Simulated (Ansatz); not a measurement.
**ZnSe (Stilleite): given cell or relaxed cell?**

Aim: gaps of ZnSe (Stilleite) at the database cell and after a full relaxation.

Main program and level: Ansatz 0.2.0; PBE, HSE06 and G0W0, plane waves, PAW.

**The experiments to reproduce.**

- Gap 2.695 ± 0.003 eV: excitonic gap from free-exciton PL, not corrected for exciton binding; photoluminescence; 300 K; bulk crystal (Bridgman-grown crystal, polished and etched) (“Alloy Disordering Effects on the Thermal Conductivity and Energy Gap Temperature Dependence of Cd1−xZnxSe Ternary Crystals Grown by the Bridgman Method”, 2023, pmc:10253836).

## Step 1: Starting point

It takes space group F-43m (No. 216, cubic). The conventional cell has a = 5.668 Å, b = 5.668 Å, c = 5.668 Å, α = 90.00°, β = 90.00°, γ = 90.00°. Nearest to Zn lie 4 Se at 2.45 Å. Nearest to Se lie 4 Zn at 2.45 Å. Farther neighbours, and contacts between anions beyond the nearest, are not listed.

The cell and positions come from the Crystallography Open Database and are kept as given unless a step says otherwise. The runs that relaxed it are not among those shown. The default PAW set here is soft_2. Its files were made with PBE.

## Step 2: PBE bands at the given cell

The cheap functional maps the bands first; the places of the edges decide which points the dearer methods must see.

This step: DFT, PBE, plane waves, PAW.

input.yaml

```yaml
crystal:
  lattice:
    - [0.0, 2.8338, 2.8338]
    - [2.8338, 0.0, 2.8338]
    - [2.8338, 2.8338, 0.0]
  atoms:
    - { symbol: Zn, position: [0.0, 0.0, 0.0] }
    - { symbol: Se, position: [0.25, 0.25, 0.25] }
kpoints:
  mp_grid: { grid: [8, 8, 8] }
  band_path:
    path:
      - [[0.0, 0.0, 0.0], [-0.5, -0.5, 0.0], [-0.375, -0.375, 0.25]]
      - [[-0.375, 0.0, 0.375], [0.0, 0.0, 0.0], [0.0, 0.0, 0.5], [-0.5, -0.25, 0.25], [-0.5, -0.5, 0.0]]
    npoints: 10
hamiltonian:
  xc: pbe
scf:
  occupations: { method: fermi_dirac, width: 0.02 }
  n_extra_bands: 4
output:
  eigenvalues: true
  write_density: true
  write_potential: true
  elf: true
  volumetric_format: npy
```

Started as:

```console
ansatz run input.yaml --threads 3 --pin off --max-ram 92160MiB --backend cuda --events-out ev --progress --plain --runs-dir out --devices 1 --max-vram 13GiB
```

Standard output:

```text
scf.n_extra_bands = 4 over 14 filled bands (N_el = 28.0): the run solves 18 bands
GPUs: using 1 of 1 available (devices: 1).
Engine: ansatz 0.2.0, x86_64-unknown-linux-gnu
Pseudopotentials: kind: paw
Pseudopotential: Zn, paw, valence charge 12, recommended cutoff 420 eV (normal), Zn.paw.azcp
Pseudopotential: Se, paw, valence charge 16, recommended cutoff 420 eV (normal), Se.paw.azcp
Functional definition: PBE
  parameter kappa = 0.804
  parameter beta = 0.066725
  exchange = pbe_x(kappa = kappa, mu = beta*pi^2/3)
  correlation = pbe_c(beta = beta)
device memory: the entry about to start is reckoned to put 0.8 GiB on a device that reports 32.9 GiB free (of which the cap on the GPU budget leaves the run 13.0 GiB)
GPU FFT provider: cuFFT
GPU libraries: cuBLAS 13.8.2, cuFFT 12.4.0, cuSOLVER 12.3.4
Crystal: 2 atoms, lattice volume = 45.513 Å³
Basis set: ecut = 420 eV, 893 PW (Γ)
Bands: 18, of which v1, the nominal top of the filled ones, is band 14 counted from 1 (13 counted from 0)
Symmetry: 24 space group operations
Space group: F-43m (ITA 216), of the structure as read, at distance tolerance 3.6e-5 Å
k-points: 29 of 512 (time reversal used)
Non-local potential: Zn, projectors of the file, l = 0: 2, l = 1: 2, l = 2: 3, l = 3: 1
Non-local potential: Se, projectors of the file, l = 0: 2, l = 1: 2, l = 2: 3, l = 3: 1
PAW form: soft (Blöchl's): semilocal exchange-correlation on the pseudo side does not see the compensation charge
PAW one-centre angular grid: Zn, 590 points (default); XC on 64 Gauss nodes
PAW one-centre angular grid: Se, 590 points (default); XC on 64 Gauss nodes
Initial density: superposition of atomic densities (neutral atoms: chi_scale 0, normalization atom), corrected by the library's trained network
Initial wavefunctions: pseudopotential atomic-orbital guess
GPU buffer pool allocated for 19683 grid points (all kernels)
GPU transforms: local potential and band sums: pruned to the plane-wave sphere, on 25×27×27
Functional: x = pbe(κ = 0.804, μ = 0.219515), c = pbe(β = 0.066725)
SCF iter   1: F=—  HF=-8789.526300 eV  |F-HF|=—  |Δ(HF+E_count)|=         —  Δρ=8.03e-4  dr2=4.30e-4  ethr=1.77e-3  ⟨swp⟩=5.7  Hψ=2664  notcnv=0
preconditioner: auto → none  [insulator: Δε(μ)=1.281 eV  Ē_g=11.918 eV  σ=0.020 eV  W_gap=1.00  n_scr=14 (ndim 8)  ℏωp=23.4 eV  f_vac=0.121  D(μ)=0.00/eV (n_scr^D=0)  ε∞_Penn≈4.8]
SCF iter   2: F=—  HF=-8789.526210 eV  |F-HF|=—  |Δ(HF+E_count)|=   9.05e-5  Δρ=3.61e-4  dr2=3.15e-5  ethr=1.53e-6  ⟨swp⟩=2.1  Hψ=1248  notcnv=0
SCF iter   3: F=—  HF=-8789.526286 eV  |F-HF|=—  |Δ(HF+E_count)|=   7.66e-5  Δρ=1.62e-4  dr2=6.42e-6  ethr=1.12e-7  ⟨swp⟩=2.0  Hψ=832  notcnv=0
SCF iter   4: F=—  HF=-8789.526288 eV  |F-HF|=—  |Δ(HF+E_count)|=   1.39e-6  Δρ=7.79e-5  dr2=1.08e-6  ethr=2.29e-8  ⟨swp⟩=2.0  Hψ=754  notcnv=0
SCF iter   5: F=—  HF=-8789.526291 eV  |F-HF|=—  |Δ(HF+E_count)|=   3.54e-6  Δρ=1.52e-5  dr2=1.35e-7  ethr=3.85e-9  ⟨swp⟩=2.0  Hψ=928  notcnv=0
SCF iter   6: F=-8789.526291 eV  HF=-8789.526291 eV  |F-HF|=1.02e-8  |Δ(HF+E_count)|=   5.19e-8  Δρ=4.24e-6  dr2=5.93e-9  ethr=3.57e-10  ⟨swp⟩=4.0  Hψ=1953  notcnv=0
SCF 1 converged in 6 iterations: F = -8789.526291 eV  dr2 = 5.93e-9
[...]
device memory: the entry about to start is reckoned to put 1.0 GiB on a device that reports 32.2 GiB free (of which the cap on the GPU budget leaves the run 13.0 GiB)
NSCF: frozen V_eff on 62 k-points, pencils in batches of 32, up to order 80
SCF converged after 6 iterations
Free energy (F): -8789.526291 eV
Harris-Foulkes:  -8789.526291 eV  (|F-HF|=1.02e-8)
Internal energy: -8789.526291 eV  (E = F + TS)
E sigma→0 (E₀):  -8789.526291 eV
Fermi energy:    7.433540 eV
--- Per-component energies (eV) ---
  E_band       = -381.437634
  E_kinetic    = 250.143562
  E_local      = -4390.918575  (includes V_loc(G=0)·N_el)
  E_nonlocal   = 18.351885
  E_hartree    = 2034.686659
  E_xc         = -241.517831
  E_vxc        = -150.310913  (∫ρ·V_xc dr)
  E_paw        = -3739.328257  (= ΣΔE_a)
  E_vpaw       = -178.075847  (= ΣTr[D̂ρ^β])
  E_aug_tail   = -0.000889  (compensation charges beyond the density's cutoff)
  E_ewald      = -2720.942845
  E_smearing   = -0.000000  (= −TS)
  E_closure    = 0.000000  (closes the sum)
  Σ components = -8789.526291   (vs F -8789.526291, Δ=0.00e0)
--- Band table (eV; the first three rows and the last of 29) ---
  k-point 0: bands = [... 10 lower, 0.6112, 6.7785, 6.7785, 6.7785, 8.0666, 12.5892, 12.5892, 12.5892]
  k-point 1: bands = [... 10 lower, 0.6098, 5.4625, 6.6266, 6.6266, 9.0519, 12.5287, 12.8428, 12.8428]
  k-point 2: bands = [... 10 lower, 0.6112, 3.7350, 6.3020, 6.3020, 9.5268, 13.2210, 13.2210, 13.3433]
  k-point 28: bands = [... 10 lower, 0.9106, 2.0961, 4.0184, 4.1172, 12.2611, 12.3314, 13.7486, 14.4919]
```

The job ended after 6.1 s (1 × NVIDIA H100 80GB HBM3 (shared by 6 runs) with 3 threads of AMD EPYC 7R13 (Zen 3), shared host; peak memory 0.93 GiB).

This step gave:

```yaml
filled_bands: 14
gap: 1.288 eV
valence_top_at: Γ
conduction_bottom_at: Γ
least_direct_gap: 1.288 eV
```

The gap is direct, at Γ.

## Step 3: The relaxed cell

Cell and ions were relaxed with PBE; that run is not shown. It left this cell:

Symmetry: F-43m, No. 216, cubic system. Conventional cell: a = 5.732 Å, b = 5.732 Å, c = 5.732 Å, α = 90.00°, β = 90.00°, γ = 90.00°. Nearest to Zn lie 4 Se at 2.48 Å. Se has 4 Zn at 2.48 Å nearest. Farther neighbours, and contacts between anions beyond the nearest, are not listed.

## Step 4: PBE at the relaxed cell

The cell differs from the one that the last finished run ended in (a 4.008 → 4.053 Å, b 4.008 → 4.053 Å, c 4.008 → 4.053 Å).

Changes to input.yaml since step 2:

```diff
@@ -2,5 +2,5 @@
   lattice:
-    - [0.0, 2.8338, 2.8338]
-    - [2.8338, 0.0, 2.8338]
-    - [2.8338, 2.8338, 0.0]
+    - [0.0, 2.8662271711, 2.8662271711]
+    - [2.8662271711, 0.0, 2.8662271711]
+    - [2.8662271711, 2.8662271711, 0.0]
   atoms:
```

Standard output:

```text
[...]
GPUs: using 1 of 1 available (devices: 1).
[...]
GPU FFT provider: cuFFT
GPU libraries: cuBLAS 13.8.2, cuFFT 12.4.0, cuSOLVER 12.3.4
Crystal: 2 atoms, lattice volume = 47.094 Å³
Basis set: ecut = 420 eV, 941 PW (Γ)
Bands: 18, of which v1, the nominal top of the filled ones, is band 14 counted from 1 (13 counted from 0)
[... 1 set-up line as in the run before ...]
[...]
Fermi energy:    6.906753 eV
[...]
--- Band table (eV; the first three rows and the last of 29) ---
  k-point 0: bands = [... 10 lower, 0.2375, 6.3191, 6.3191, 6.3191, 7.4723, 12.1383, 12.1383, 12.1383]
  k-point 1: bands = [... 10 lower, 0.2364, 5.0237, 6.1767, 6.1767, 8.4672, 12.0543, 12.3806, 12.3806]
  k-point 2: bands = [... 10 lower, 0.2378, 3.3608, 5.8707, 5.8707, 8.9772, 12.7481, 12.7481, 12.7885]
  k-point 28: bands = [... 10 lower, 0.5111, 1.8002, 3.6963, 3.8140, 11.7131, 11.8025, 13.2122, 14.0355]
[key lines of the parts left out:]
SCF converged after 6 iterations
Free energy (F): -8789.536375 eV
```

It took 11 s on 1 × NVIDIA H100 80GB HBM3 (shared by 6 runs) with 3 threads; peak memory 0.91 GiB; 5.4 s of CPU time.

This step gave:

* gap: 1.153 eV
* valence top at: Γ
* conduction bottom at: Γ
* least direct gap: 1.153 eV

The gap is direct, at Γ.

## Step 5: HSE06 at the relaxed cell

HSE06 mixes in a quarter of exact exchange at short range. Exchange couples all pairs of k points, which makes a full band path dear, so levels are read on the mesh and at chosen points.

This step: DFT, HSE06, plane waves, PAW.

input.yaml, the sections that differ from step 4:

```yaml
kpoints:
  mp_grid: { grid: [4, 4, 4] }
  band_path:
    path:
      - [0.0, 0.0, 0.0]
      - [-0.5, -0.5, 0.0]
      - [-0.375, -0.375, 0.25]
      - [-0.375, 0.0, 0.375]
      - [0.0, 0.0, 0.5]
      - [-0.5, -0.25, 0.25]
    npoints: 1
hamiltonian:
  xc: hse06
scf:
  occupations: { method: fixed }
  n_extra_bands: 4
# crystal, output: as in step 4
```

Standard output:

```text
[...]
GPUs: using 1 of 1 available (devices: 1).
[...]
davidson cushion auto → on  (no smearing: the cushion is to keep the highest requested band from converging to the state above it; pin scf.eigensolver.cushion to override)
[...]
GPU FFT provider: cuFFT
GPU libraries: cuBLAS 13.8.2, cuFFT 12.4.0, cuSOLVER 12.3.4
Crystal: 2 atoms, lattice volume = 47.094 Å³
Basis set: ecut = 420 eV, 941 PW (Γ)
[...]
E sigma→0 (E₀):  -8791.129337 eV
Fermi energy:    5.693941 eV
[...]
--- Band table (eV; the first three rows and the last of 8) ---
  k-point 0: bands = [... 10 lower, -2.1737, 5.6939, 5.6939, 5.6939, 7.9767, 12.6416, 12.6416, 12.6416]
  k-point 1: bands = [... 10 lower, -2.1740, 2.5713, 5.2250, 5.2250, 9.4788, 13.2776, 13.2776, 13.3234]
  k-point 2: bands = [... 10 lower, -2.0022, 0.3923, 4.8330, 4.8330, 9.2821, 13.1850, 13.1850, 15.3238]
  k-point 7: bands = [... 10 lower, -1.8614, 0.9549, 2.8515, 3.0834, 12.1161, 12.4128, 13.8085, 14.4502]
[key lines of the parts left out:]
Free energy (F): -8791.129337 eV
```

Elapsed: 23 s, on 1 × NVIDIA H100 80GB HBM3 (shared by 6 runs) with 3 threads; peak memory 1.1 GiB.

Numbers from this step:

```
gap                  : 2.283 eV
valence top at       : Γ
conduction bottom at : Γ
least direct gap     : 2.283 eV
```

The gap stands +1.13 eV against PBE.

## Step 6: G0W0 at the relaxed cell

Now the one-shot GW correction: screening in the RPA, then the self-energy of the levels asked for.

This step: G0W0 on PBE, plane waves, PAW.

input.yaml

```yaml
crystal:
  lattice:
    - [0.0, 2.8662271711, 2.8662271711]
    - [2.8662271711, 0.0, 2.8662271711]
    - [2.8662271711, 2.8662271711, 0.0]
  atoms:
    - { symbol: Zn, position: [0.0, 0.0, 0.0] }
    - { symbol: Se, position: [0.25, 0.25, 0.25] }
kpoints:
  mp_grid: { grid: [6, 6, 6] }
hamiltonian:
  xc: pbe
scf:
  occupations: { method: fixed }
gw:
  n_empty_bands: 140
  ecut_chi: 120
  qp_bands: [v2, c2]
  qp_kpoints: band_edges
  screening: { model: contour_deformation }
```

Standard output:

```text
GPUs: using 1 of 1 available (devices: 1).
[...]
GPU FFT provider: cuFFT
GPU libraries: cuBLAS 13.8.2, cuFFT 12.4.0, cuSOLVER 12.3.4
Crystal: 2 atoms, lattice volume = 47.094 Å³
Basis set: ecut = 420 eV, 941 PW (Γ)
Bands: 18, of which v1, the nominal top of the filled ones, is band 14 counted from 1 (13 counted from 0)
[... 1 set-up line as in the run before ...]
[...]
k-points: 16 of 216 (time reversal used)
[...]
1    16     12.1592    -7.4659    -4.3657   -12.0458  0.7639    12.3749    12.3734  root
[...]
12    13      4.2570   -18.1126     2.5373   -14.7434  0.7374     3.3870     3.4252  root
    12    14      4.2570   -18.1126     2.5373   -14.7434  0.7374     3.3870     3.4252  root
    12    15      9.3857    -6.7977    -3.5918   -10.3649  0.7899     9.3612     9.3611  root
    12    16      9.7836    -8.8993    -3.8361   -12.9612  0.7782    10.0108    10.0094  root
[key lines of the parts left out:]
SCF converged after 6 iterations
Free energy (F): -8789.531435 eV
Fermi energy:    6.322452 eV
```

It took 29 s on 1 × NVIDIA H100 80GB HBM3 (shared by 6 runs) with 3 threads; peak memory 1.2 GiB; 40 s of CPU time.

Numbers from this step:

```yaml
bands_summed: 154
rpa_eps_infinity_on_this_mesh_eigenvalues: 9.044, 9.044, 9.044
plane_waves_in_the_screening_matrix: 137
g0w0_gap_on_the_mesh: 2.191 eV
k_of_the_valence_top: 0, 0, 0
k_of_the_conduction_bottom: 0, 0, 0
starting_gap_on_the_mesh: 1.152 eV
least_direct_g0w0_gap_on_the_computed_points: 2.191 eV
```

The gap on the mesh goes from 1.15 eV to 2.19 eV, a correction of +1.04 eV. Between the two edge states, bare exchange in place of the xc potential would open the gap by 6.81 eV, and correlation takes back 5.77 eV.

## Step 7: G0W0 at the given cell

input.yaml, the sections that differ from step 6:

```yaml
crystal:
  lattice:
    - [0.0, 2.8338, 2.8338]
    - [2.8338, 0.0, 2.8338]
    - [2.8338, 2.8338, 0.0]
  atoms:
    - { symbol: Zn, position: [0.0, 0.0, 0.0] }
    - { symbol: Se, position: [0.25, 0.25, 0.25] }
gw:
  n_empty_bands: 135
  ecut_chi: 120
  qp_bands: [v2, c2]
  qp_kpoints: band_edges
  screening: { model: contour_deformation }
# kpoints, hamiltonian, scf: as in step 6
```

Standard output:

```text
GPUs: using 1 of 1 available (devices: 1).
[...]
GPU FFT provider: cuFFT
GPU libraries: cuBLAS 13.8.2, cuFFT 12.4.0, cuSOLVER 12.3.4
Crystal: 2 atoms, lattice volume = 45.513 Å³
Basis set: ecut = 420 eV, 893 PW (Γ)
Bands: 18, of which v1, the nominal top of the filled ones, is band 14 counted from 1 (13 counted from 0)
[... 1 set-up line as in the run before ...]
[...]
k-points: 16 of 216 (time reversal used)
[...]
1    16     12.6562    -7.6830    -4.3754   -12.2972  0.7709    12.8966    12.8951  root
[...]
12    13      4.5963   -18.3312     2.5549   -14.9114  0.7447     3.7012     3.7315  root
    12    14      4.5963   -18.3312     2.5549   -14.9114  0.7447     3.7012     3.7315  root
    12    15      9.7689    -7.0735    -3.5810   -10.6427  0.7958     9.7571     9.7571  root
    12    16     10.2461    -8.9882    -3.8296   -13.0504  0.7852    10.4799    10.4788  root
[key lines of the parts left out:]
SCF converged after 6 iterations
Free energy (F): -8789.521109 eV
Fermi energy:    6.781841 eV
```

Run time: 33 s. Hardware: 1 × NVIDIA H100 80GB HBM3 (shared by 6 runs) with 3 threads; peak memory 1.2 GiB.

This step gave:

- bands summed: 149
- RPA ε∞ on this mesh (eigenvalues): 8.519, 8.519, 8.519
- plane waves in the screening matrix: 137
- G0W0 gap on the mesh: 2.374 eV
- k of the valence top: 0, 0, 0
- k of the conduction bottom: 0, 0, 0
- starting gap on the mesh: 1.287 eV
- least direct G0W0 gap on the computed points: 2.374 eV

The gap on the mesh goes from 1.29 eV to 2.37 eV, a correction of +1.09 eV. Between the two edge states, bare exchange in place of the xc potential would open the gap by 6.94 eV, and correlation takes back 5.86 eV.

## Step 8: Together

G0W0 rows are gaps on the mesh, lowered where the mesh misses an edge of the band path.

```tsv
level	given cell (eV)	relaxed cell (eV)	change (eV)
PBE	1.29	1.15	−0.13
HSE06	-	2.28	-
G0W0@PBE	2.37	2.19	−0.18
```

## Step 9: Summary of results

```
volume change          : +3.5 %
PBE, given cell        : 1.29 eV
PBE, relaxed cell      : 1.15 eV
HSE06, relaxed cell    : 2.28 eV
G0W0@PBE, relaxed cell : 2.19 eV
G0W0@PBE, given cell   : 2.37 eV
known limits           : short of the basis limit; no spin-orbit coupling
```

In words: Relaxation changes the volume by +3.5 % and the gap by −0.13 eV (PBE) and −0.18 eV (G0W0@PBE). Bands and cutoff are finite, so the gap stands short of the basis limit, usually by up to a few tenths of an eV; the mesh is an error of its own. The many-body steps are scalar-relativistic: spin-orbit coupling is not in them.

[Long decimals in the printed logs are rounded to 6 places.]

[Logs are printed without paths, hosts, clocks, repeated set-up lines and the standing remarks that a program may print on its own settings, such as how far it seeks lower states.]

[Paths, hosts, dates, memory and timing lines, banners, echoed tables and standing remarks are left out of the program output; an Ansatz launch command may be rebuilt from the run's recorded settings. Measured values are a selection of at most five: reports struck by readers or far from the other reports are left out. None is set beside runs whose start may be inverted or whose files or cutoffs have a known fault.]

[Runs of the session that timed out or met a known fault of the program may be left out.]

[Cells called generated may have been cut or substituted from an entry of the Crystallography Open Database or the Materials Project.]

[Hosts, paths, dates, database ids (printed as entryN), source tags and the programs' standing remarks are cut or masked in the printed files.]

[Where the starting crystal was built by hand or by swapping elements, it need not be the compound's stable phase.]
